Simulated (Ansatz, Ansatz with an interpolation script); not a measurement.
## Settings in Wannier-interpolated G0W0: BiOCl (P4/nmm)

Aim: vary the Wannier model and the GW settings for BiOCl (P4/nmm) and see what the interpolated bands lose.

Method: maximally localised Wannier functions, LDA, plane waves, PAW; PAW set soft_1, in Ansatz 0.2.0.

## 1. The starting structure

The structure is tetragonal, space group P4/nmm (No. 129). Conventional cell: a = 3.886 Å, b = 3.886 Å, c = 7.349 Å, α = 90.00°, β = 90.00°, γ = 90.00°. Bi has 4 O at 2.31 Å and 4 Cl at 3.06 Å nearest. Nearest to Cl lie 4 Bi at 3.06 Å. O has 4 Bi at 2.31 Å nearest. Farther neighbours and most contacts between anions are not listed.

The cell and positions come from the Crystallography Open Database and are kept as given unless a step says otherwise. Spin-orbit coupling is left out unless a step names it.

## 2. Wannier model on 8×8×4

Localised functions give a small Hamiltonian that interpolates between mesh points at no cost.

Contents of input.yaml:

```yaml
crystal:
  lattice:
    - [3.88551, 0.0, 0.0]
    - [0.0, 3.88551, 0.0]
    - [0.0, 0.0, 7.3489]
  atoms:
    - { symbol: Bi, position: [0.5, 0.0, 0.32904] }
    - { symbol: Bi, position: [0.0, 0.5, 0.67096] }
    - { symbol: Cl, position: [0.0, 0.5, 0.1472] }
    - { symbol: Cl, position: [0.5, 0.0, 0.8528] }
    - { symbol: O, position: [0.0, 0.0, 0.5] }
    - { symbol: O, position: [0.5, 0.5, 0.5] }
kpoints:
  mp_grid: { grid: [4, 4, 2] }
hamiltonian:
  xc: lda
  pseudopotentials: { kind: paw, azcp: { folder: soft_1 }, xc_functional: pbe }
scf:
  occupations: { method: fixed }
  n_extra_bands: 59
output:
  wannier:
    kmesh: [8, 8, 4]
    projections:
      - { species: Bi, l: p, shell: 6 }
      - { species: Cl, l: p, shell: 3 }
      - { species: O, l: p, shell: 2 }
    minimise: true
    write_hr: true
    seedname: w
    conv_tol: 1.0e-06
    max_iter: 20000
    stability_check: false
    disentanglement:
      window: [2.46, 16.0]
      frozen_window: [2.46, 13.0]
      conv_tol: 1.0e-08
```

The run is started by

```
> ansatz run input.yaml --threads 3 --pin off --max-ram 92160MiB --backend cuda --events-out ev --progress --plain --runs-dir out --devices 1 --max-vram 13GiB
```

Numbers of over 12 decimals in the logs are rounded to 6 here.

Log:

```text
scf.n_extra_bands = 59 over 28 filled bands (N_el = 56.0): the run solves 87 bands
GPUs: using 1 of 1 available (devices: 1).
Engine: ansatz 0.2.0, x86_64-unknown-linux-gnu
Pseudopotentials: kind: paw
Pseudopotential: Bi, paw, valence charge 15, recommended cutoff 420 eV (normal), soft_1/Bi.paw.azcp
Pseudopotential: Cl, paw, valence charge 7, recommended cutoff 420 eV (normal), soft_1/Cl.paw.azcp
Pseudopotential: O, paw, valence charge 6, recommended cutoff 420 eV (normal), soft_1/O.paw.azcp
Functional definition: SPW92
  exchange = slater_x
  correlation = pw_c
device memory: the entry about to start is reckoned to put 2.6 GiB on a device that reports 41.7 GiB free (of which the cap on the GPU budget leaves the run 13.0 GiB)
GPU FFT provider: cuFFT
GPU libraries: cuBLAS 13.8.2, cuFFT 12.4.0, cuSOLVER 12.3.4
Crystal: 6 atoms, lattice volume = 110.948 Å³
Basis set: ecut = 420 eV, 2177 PW (Γ)
Bands: 87, of which v1, the nominal top of the filled ones, is band 28 counted from 1 (27 counted from 0)
Symmetry: 16 space group operations
Space group: P4/nmm (ITA 129), of the structure as read, at distance tolerance 4.8e-5 Å
k-points: 12 of 32
Non-local potential: Bi, projectors of the file, l = 0: 2, l = 1: 2, l = 2: 2, l = 3: 1
Non-local potential: Cl, projectors of the file, l = 0: 2, l = 1: 2, l = 2: 1
Non-local potential: O, projectors of the file, l = 0: 2, l = 1: 2, l = 2: 1
PAW form: soft (Blöchl's): semilocal exchange-correlation on the pseudo side does not see the compensation charge
PAW frozen core: Bi, regenerated for the run's functional, and the local potential with it (the file was generated under x = pbe(κ = 0.804, μ = 0.219515), c = pbe(β = 0.066725))
PAW frozen core: Cl, regenerated for the run's functional, and the local potential with it (the file was generated under x = pbe(κ = 0.804, μ = 0.219515), c = pbe(β = 0.066725))
PAW frozen core: O, regenerated for the run's functional, and the local potential with it (the file was generated under x = pbe(κ = 0.804, μ = 0.219515), c = pbe(β = 0.066725))
PAW one-centre angular grid: Bi, 590 points (default); XC on 64 Gauss nodes
PAW one-centre angular grid: Cl, 110 points (default); XC on 64 Gauss nodes
PAW one-centre angular grid: O, 110 points (default); XC on 64 Gauss nodes
Initial density: superposition of atomic densities (chi_scale 0.1, normalization cell, long waves kept (reshape's long-wave potential 0.06 eV rms))
Initial wavefunctions: pseudopotential atomic-orbital guess
GPU buffer pool allocated for 36450 grid points (all kernels)
GPU transforms: local potential and band sums: pruned to the plane-wave sphere, on 25×25×50
Functional: x = slater, c = lda
[...]
SCF iter   4: F=—  HF=-27377.142637 eV  |F-HF|=—  |Δ(HF+E_count)|=   3.77e-2  Δρ=3.74e-3  dr2=6.54e-3  ethr=5.35e-4  ⟨swp⟩=1.6  Hψ=986  notcnv=0  defer=680
SCF iter   5: F=—  HF=-27377.143660 eV  |F-HF|=—  |Δ(HF+E_count)|=   1.02e-3  Δρ=5.41e-4  dr2=3.84e-4  ethr=1.17e-5  ⟨swp⟩=2.5  Hψ=923  notcnv=0  defer=684
SCF iter   6: F=—  HF=-27377.143635 eV  |F-HF|=—  |Δ(HF+E_count)|=   2.44e-5  Δρ=1.63e-4  dr2=1.90e-5  ethr=6.85e-7  ⟨swp⟩=2.0  Hψ=548  notcnv=0  defer=643
SCF iter   7: F=—  HF=-27377.143649 eV  |F-HF|=—  |Δ(HF+E_count)|=   1.34e-5  Δρ=4.91e-5  dr2=1.10e-6  ethr=3.39e-8  ⟨swp⟩=1.9  Hψ=544  notcnv=0  defer=633
SCF iter   8: F=-27377.143650 eV  HF=-27377.143650 eV  |F-HF|=2.38e-9  |Δ(HF+E_count)|=   8.55e-7  Δρ=4.44e-6  dr2=1.73e-8  ethr=1.79e-10  ⟨swp⟩=12.0  Hψ=7807  notcnv=0
SCF 1 converged in 8 iterations: F = -27377.143650 eV  dr2 = 1.73e-8
[...]
device memory: the entry about to start is reckoned to put 3.1 GiB (of the 3.1 GiB reckoned in all, the device holds 0.1 GiB already) on a device that reports 41.6 GiB free (of which the cap on the GPU budget leaves the run 13.0 GiB)
NSCF: frozen V_eff on 12 k-points
[...]
device memory: the entry about to start is reckoned to put 2.4 GiB on a device that reports 41.7 GiB free (of which the cap on the GPU budget leaves the run 13.0 GiB)
NSCF: frozen V_eff on 49 k-points
the Wannier pass solved 49 of the 256 points of its mesh, and has the states at the others by symmetry: states obtained by the crystal's operations at points that were solved too leave a residual of 3.89e-13 eV (read by the count's bands and the next), within 6.67e-6 eV
SCF converged after 8 iterations
Free energy (F): -27377.143650 eV
Harris-Foulkes:  -27377.143650 eV  (|F-HF|=2.38e-9)
Internal energy: -27377.143650 eV  (E = F + TS)
E sigma→0 (E₀):  -27377.143650 eV
Fermi energy:    7.525845 eV
--- Per-component energies (eV) ---
  E_band       = -209.883538
  E_kinetic    = 1143.741683
  E_local      = -4312.398817  (includes V_loc(G=0)·N_el)
  E_nonlocal   = 1002.509746
  E_hartree    = 1658.831522
  E_xc         = -658.344410
  E_vxc        = -680.323159  (∫ρ·V_xc dr)
  E_paw        = -22251.157486  (= ΣΔE_a)
  E_vpaw       = -681.074537  (= ΣTr[D̂ρ^β])
  E_aug_tail   = 0.002196  (compensation charges beyond the density's cutoff)
  E_ewald      = -3960.893269
  E_core_change = 0.565185  (= ΣΔE_core)
  E_smearing   = -0.000000  (= −TS)
  E_closure    = 0.000000  (closes the sum)
  Σ components = -27377.143650   (vs F -27377.143650, Δ=0.00e0)
--- Band table (eV; the first three rows and the last of 12) ---
  k-point 0: bands = [... 24 lower, 6.5650, 6.5650, 6.6243, 6.8107, 10.6045, 11.2832, 12.8347, 12.8347, ... 55 higher]
  k-point 1: bands = [... 24 lower, 6.8516, 6.8516, 7.2040, 7.2466, 10.1029, 10.4442, 12.8457, 12.8457, ... 55 higher]
  k-point 2: bands = [... 24 lower, 6.5913, 7.0973, 7.2015, 7.3256, 11.8195, 12.1810, 12.3544, 12.5311, ... 55 higher]
  k-point 11: bands = [... 24 lower, 6.2168, 6.2168, 6.9387, 6.9387, 12.0416, 12.0416, 13.5588, 13.5588, ... 55 higher]
Wannier search: line search 1 of at most 20000: gauge-dependent spread (as the search counts it) 1.4161441 Å², largest recent change 1.3e-1 Å² against conv_tol 1.0e-6 Å², 0 stops escaped
```

The job ended after 11 s (1 × NVIDIA H100 80GB HBM3 (shared by 6 runs) with 3 threads of AMD EPYC 7R13 (Zen 3), shared host; peak memory 1.1 GiB; 23 s of CPU time).

This step gave:

| Item | Value |
| --- | --- |
| gauge-invariant spread | 30.93 Å² |
| diagonal spread | 0.08819 Å² |
| off-diagonal spread | 1.213 Å² |
| total spread | 32.23 Å² |
| least projectability | 0.4783 |
| localisation steps | 33 |
| disentanglement steps | 21 |
| r.m.s. interpolation error | 4.75e-4 eV |
| r.m.s. error near the gap | 5.77e-4 eV |

Near the gap the model misses directly solved bands by 0.6 meV r.m.s. and by 8 meV at most in the window tested. This tests the starting bands, not the corrections carried with them.

## 3. Wannier model on 4×4×2

Edit input.yaml of step 2 so:

```diff
@@ -22,3 +22,3 @@
   wannier:
-    kmesh: [8, 8, 4]
+    kmesh: [4, 4, 2]
     projections:
```

Log:

```text
[...]
GPUs: using 1 of 1 available (devices: 1).
[...]
GPU FFT provider: cuFFT
GPU libraries: cuBLAS 13.8.2, cuFFT 12.4.0, cuSOLVER 12.3.4
Crystal: 6 atoms, lattice volume = 110.948 Å³
Basis set: ecut = 420 eV, 2177 PW (Γ)
Bands: 87, of which v1, the nominal top of the filled ones, is band 28 counted from 1 (27 counted from 0)
Symmetry: 16 space group operations
[...]
k-points: 12 of 32
[...]
GPU buffer pool allocated for 36450 grid points (all kernels)
[...]
SCF iter   1: F=—  HF=-27377.474552 eV  |F-HF|=—  |Δ(HF+E_count)|=         —  Δρ=3.61e-2  dr2=1.45e0  ethr=3.10e-3  ⟨swp⟩=4.3  Hψ=3706  notcnv=0  defer=649
[...]
SCF iter   8: F=-27377.143650 eV  HF=-27377.143650 eV  |F-HF|=2.38e-9  |Δ(HF+E_count)|=   8.55e-7  Δρ=4.44e-6  dr2=1.73e-8  ethr=1.79e-10  ⟨swp⟩=12.0  Hψ=7807  notcnv=0
SCF 1 converged in 8 iterations: F = -27377.143650 eV  dr2 = 1.73e-8
[...]
NSCF: frozen V_eff on 12 k-points
[...]
SCF converged after 8 iterations
Free energy (F): -27377.143650 eV
[...]
Internal energy: -27377.143650 eV  (E = F + TS)
E sigma→0 (E₀):  -27377.143650 eV
Fermi energy:    7.525845 eV
[...]
--- Band table (eV; the first three rows and the last of 12) ---
  k-point 0: bands = [... 24 lower, 6.5650, 6.5650, 6.6243, 6.8107, 10.6045, 11.2832, 12.8347, 12.8347, ... 55 higher]
  k-point 1: bands = [... 24 lower, 6.8516, 6.8516, 7.2040, 7.2466, 10.1029, 10.4442, 12.8457, 12.8457, ... 55 higher]
  k-point 2: bands = [... 24 lower, 6.5913, 7.0973, 7.2015, 7.3256, 11.8195, 12.1810, 12.3544, 12.5311, ... 55 higher]
  k-point 11: bands = [... 24 lower, 6.2168, 6.2168, 6.9387, 6.9387, 12.0416, 12.0416, 13.5588, 13.5588, ... 55 higher]
[...]
```

Wall time 7.1 s (1 × NVIDIA H100 80GB HBM3 (shared by 6 runs) with 3 threads); peak memory 0.96 GiB; 12 s of CPU time.

This step gave:

```
gauge-invariant spread     : 28.45 Å²
diagonal spread            : 0.08770 Å²
off-diagonal spread        : 1.275 Å²
total spread               : 29.81 Å²
least projectability       : 0.4786
localisation steps         : 16
disentanglement steps      : 3
r.m.s. interpolation error : 0.007244 eV
r.m.s. error near the gap  : 0.008315 eV
```

Near the gap the model misses directly solved bands by 8.3 meV r.m.s. and by 81 meV at most in the window tested. This tests the starting bands, not the corrections carried with them.

Frozen up to 5.40 eV; above it the model need not follow the bands. The electronic bands at the labelled points (eV, zero at the valence-band top; v1 is the highest filled band, c1 the lowest empty one):

```
    point     v4     v3     v2     v1    c1    c2    c3    c4
        Γ  -1.04  -1.04  -0.98  -0.79  3.00  3.68  5.23  5.23
  halfway  -1.01  -0.51  -0.40  -0.28  4.21  4.58  4.75  4.93
        X  -0.90  -0.90  -0.10  -0.10  4.50  4.50  5.12  5.12
  halfway  -1.02  -1.02  -0.70  -0.70  4.50  4.50  5.33  5.33
        M  -0.70  -0.70  -0.67  -0.67  4.02  4.02  5.72  5.72
  halfway  -0.82  -0.61  -0.52  -0.39  3.87  4.94  5.10  5.44
        Γ  -1.04  -1.04  -0.98  -0.79  3.00  3.68  5.23  5.23
  halfway  -0.89  -0.89  -0.74  -0.56  2.75  3.30  5.23  5.23
        Z  -0.75  -0.75  -0.40  -0.36  2.50  2.84  5.24  5.24
  halfway  -0.85  -0.77  -0.57  -0.18  3.97  4.22  5.08  5.18
        R  -0.70  -0.70  -0.08  -0.08  4.29  4.29  5.20  5.20
  halfway  -0.93  -0.93  -0.64  -0.64  4.01  4.01  5.70  5.70
        A  -1.39  -1.39  -0.67  -0.67  4.44  4.44  5.95  5.95
  halfway  -0.94  -0.80  -0.60  -0.33  3.38  4.72  5.22  5.49
        Z  -0.75  -0.75  -0.40  -0.36  2.50  2.84  5.24  5.24
jump to X  -0.90  -0.90  -0.10  -0.10  4.50  4.50  5.12  5.12
  halfway  -0.79  -0.79  -0.09  -0.09  4.40  4.40  5.16  5.16
        R  -0.70  -0.70  -0.08  -0.08  4.29  4.29  5.20  5.20
jump to M  -0.70  -0.70  -0.67  -0.67  4.02  4.02  5.72  5.72
  halfway  -1.01  -1.01  -0.67  -0.67  4.23  4.23  5.84  5.84
        A  -1.39  -1.39  -0.67  -0.67  4.44  4.44  5.95  5.95
```

The same for Kohn-Sham, solved directly:

```
point     v4     v3     v2     v1    c1    c2    c3    c4
    Γ  -1.04  -1.04  -0.98  -0.79  3.00  3.68  5.23  5.23
    X  -0.90  -0.90  -0.10  -0.10  4.50  4.50  5.12  5.12
    M  -0.70  -0.70  -0.67  -0.67  4.02  4.02  5.72  5.72
    Γ  -1.04  -1.04  -0.98  -0.79  3.00  3.68  5.23  5.23
    Z  -0.75  -0.75  -0.40  -0.36  2.50  2.84  5.24  5.24
    R  -0.70  -0.70  -0.08  -0.08  4.29  4.29  5.20  5.20
    A  -1.39  -1.39  -0.67  -0.67  4.44  4.44  5.95  5.95
    Z  -0.75  -0.75  -0.40  -0.36  2.50  2.84  5.24  5.24
    X  -0.90  -0.90  -0.10  -0.10  4.50  4.50  5.12  5.12
    R  -0.70  -0.70  -0.08  -0.08  4.29  4.29  5.20  5.20
    M  -0.70  -0.70  -0.67  -0.67  4.02  4.02  5.72  5.72
    A  -1.39  -1.39  -0.67  -0.67  4.44  4.44  5.95  5.95
```

## 4. A faulty Wannier input

Edit input.yaml of step 3 so:

```diff
@@ -23,6 +23,3 @@
     kmesh: [4, 4, 2]
-    projections:
-      - { species: Bi, l: p, shell: 6 }
-      - { species: Cl, l: p, shell: 3 }
-      - { species: O, l: p, shell: 2 }
+    projections: [{ species: O, l: p, shell: 2 }]
     minimise: true
```

Log:

```text
scf.n_extra_bands = 59 over 28 filled bands (N_el = 56.0): the run solves 87 bands
GPUs: using 1 of 1 available (devices: 1).
Engine: ansatz 0.2.0, x86_64-unknown-linux-gnu
Pseudopotentials: kind: paw
Pseudopotential: Bi, paw, valence charge 15, recommended cutoff 420 eV (normal), soft_1/Bi.paw.azcp
Pseudopotential: Cl, paw, valence charge 7, recommended cutoff 420 eV (normal), soft_1/Cl.paw.azcp
Pseudopotential: O, paw, valence charge 6, recommended cutoff 420 eV (normal), soft_1/O.paw.azcp
Functional definition: SPW92
  exchange = slater_x
  correlation = pw_c
device memory: the entry about to start is reckoned to put 2.6 GiB on a device that reports 38.8 GiB free (of which the cap on the GPU budget leaves the run 13.0 GiB)
GPU FFT provider: cuFFT
GPU libraries: cuBLAS 13.8.2, cuFFT 12.4.0, cuSOLVER 12.3.4
Crystal: 6 atoms, lattice volume = 110.948 Å³
Basis set: ecut = 420 eV, 2177 PW (Γ)
Bands: 87, of which v1, the nominal top of the filled ones, is band 28 counted from 1 (27 counted from 0)
Symmetry: 16 space group operations
Space group: P4/nmm (ITA 129), of the structure as read, at distance tolerance 4.8e-5 Å
k-points: 12 of 32
Non-local potential: Bi, projectors of the file, l = 0: 2, l = 1: 2, l = 2: 2, l = 3: 1
Non-local potential: Cl, projectors of the file, l = 0: 2, l = 1: 2, l = 2: 1
Non-local potential: O, projectors of the file, l = 0: 2, l = 1: 2, l = 2: 1
PAW form: soft (Blöchl's): semilocal exchange-correlation on the pseudo side does not see the compensation charge
[...]
NSCF: frozen V_eff on 15 k-points
the Wannier pass solved 15 of the 32 points of its mesh, and has the states at the others by symmetry: states obtained by the crystal's operations at points that were solved too leave a residual of 3.55e-13 eV (read by the count's bands and the next), within 1.67e-5 eV
SCF converged after 8 iterations
Free energy (F): -27377.143650 eV
Harris-Foulkes:  -27377.143650 eV  (|F-HF|=2.38e-9)
Internal energy: -27377.143650 eV  (E = F + TS)
E sigma→0 (E₀):  -27377.143650 eV
Fermi energy:    7.525845 eV
--- Per-component energies (eV) ---
  E_band       = -209.883538
  E_kinetic    = 1143.741683
  E_local      = -4312.398817  (includes V_loc(G=0)·N_el)
  E_nonlocal   = 1002.509746
  E_hartree    = 1658.831522
  E_xc         = -658.344410
  E_vxc        = -680.323159  (∫ρ·V_xc dr)
  E_paw        = -22251.157486  (= ΣΔE_a)
  E_vpaw       = -681.074537  (= ΣTr[D̂ρ^β])
  E_aug_tail   = 0.002196  (compensation charges beyond the density's cutoff)
  E_ewald      = -3960.893269
  E_core_change = 0.565185  (= ΣΔE_core)
  E_smearing   = -0.000000  (= −TS)
  E_closure    = 0.000000  (closes the sum)
  Σ components = -27377.143650   (vs F -27377.143650, Δ=0.00e0)
--- Band table (eV; the first three rows and the last of 12) ---
  k-point 0: bands = [... 24 lower, 6.5650, 6.5650, 6.6243, 6.8107, 10.6045, 11.2832, 12.8347, 12.8347, ... 55 higher]
  k-point 1: bands = [... 24 lower, 6.8516, 6.8516, 7.2040, 7.2466, 10.1029, 10.4442, 12.8457, 12.8457, ... 55 higher]
  k-point 2: bands = [... 24 lower, 6.5913, 7.0973, 7.2015, 7.3256, 11.8195, 12.1810, 12.3544, 12.5311, ... 55 higher]
  k-point 11: bands = [... 24 lower, 6.2168, 6.2168, 6.9387, 6.9387, 12.0416, 12.0416, 13.5588, 13.5588, ... 55 higher]
WARN: one of the run's output files is refused, and neither it nor the files that depend on it are written in full: <dir> frozen window holds 16 > num_wann = 6 bands at ik = 0 (ik counts from 0, the k-points of the .win, .mmn and .eig files from 1)
```

Wall time 5.7 s (1 × NVIDIA H100 80GB HBM3 (shared by 6 runs) with 3 threads); peak memory 0.93 GiB.

The run ended with an error after its SCF cycle had converged; no result of it is taken.

The fault put into this input: trial orbitals that do not span the target bands.

(Continued in part 2 of 2.)

[Paths, hosts, dates, memory and timing lines, banners, echoed tables and standing remarks are left out of the program output.]

[Logs are printed without paths, hosts, clocks, repeated set-up lines and the standing remarks that a program may print on its own settings, such as how far it seeks lower states.]

[Runs of the session that timed out or met a known fault of the program may be left out.]

[Hosts, paths, dates, database ids (printed as entryN), source tags and the programs' standing remarks are cut or masked in the printed files.]
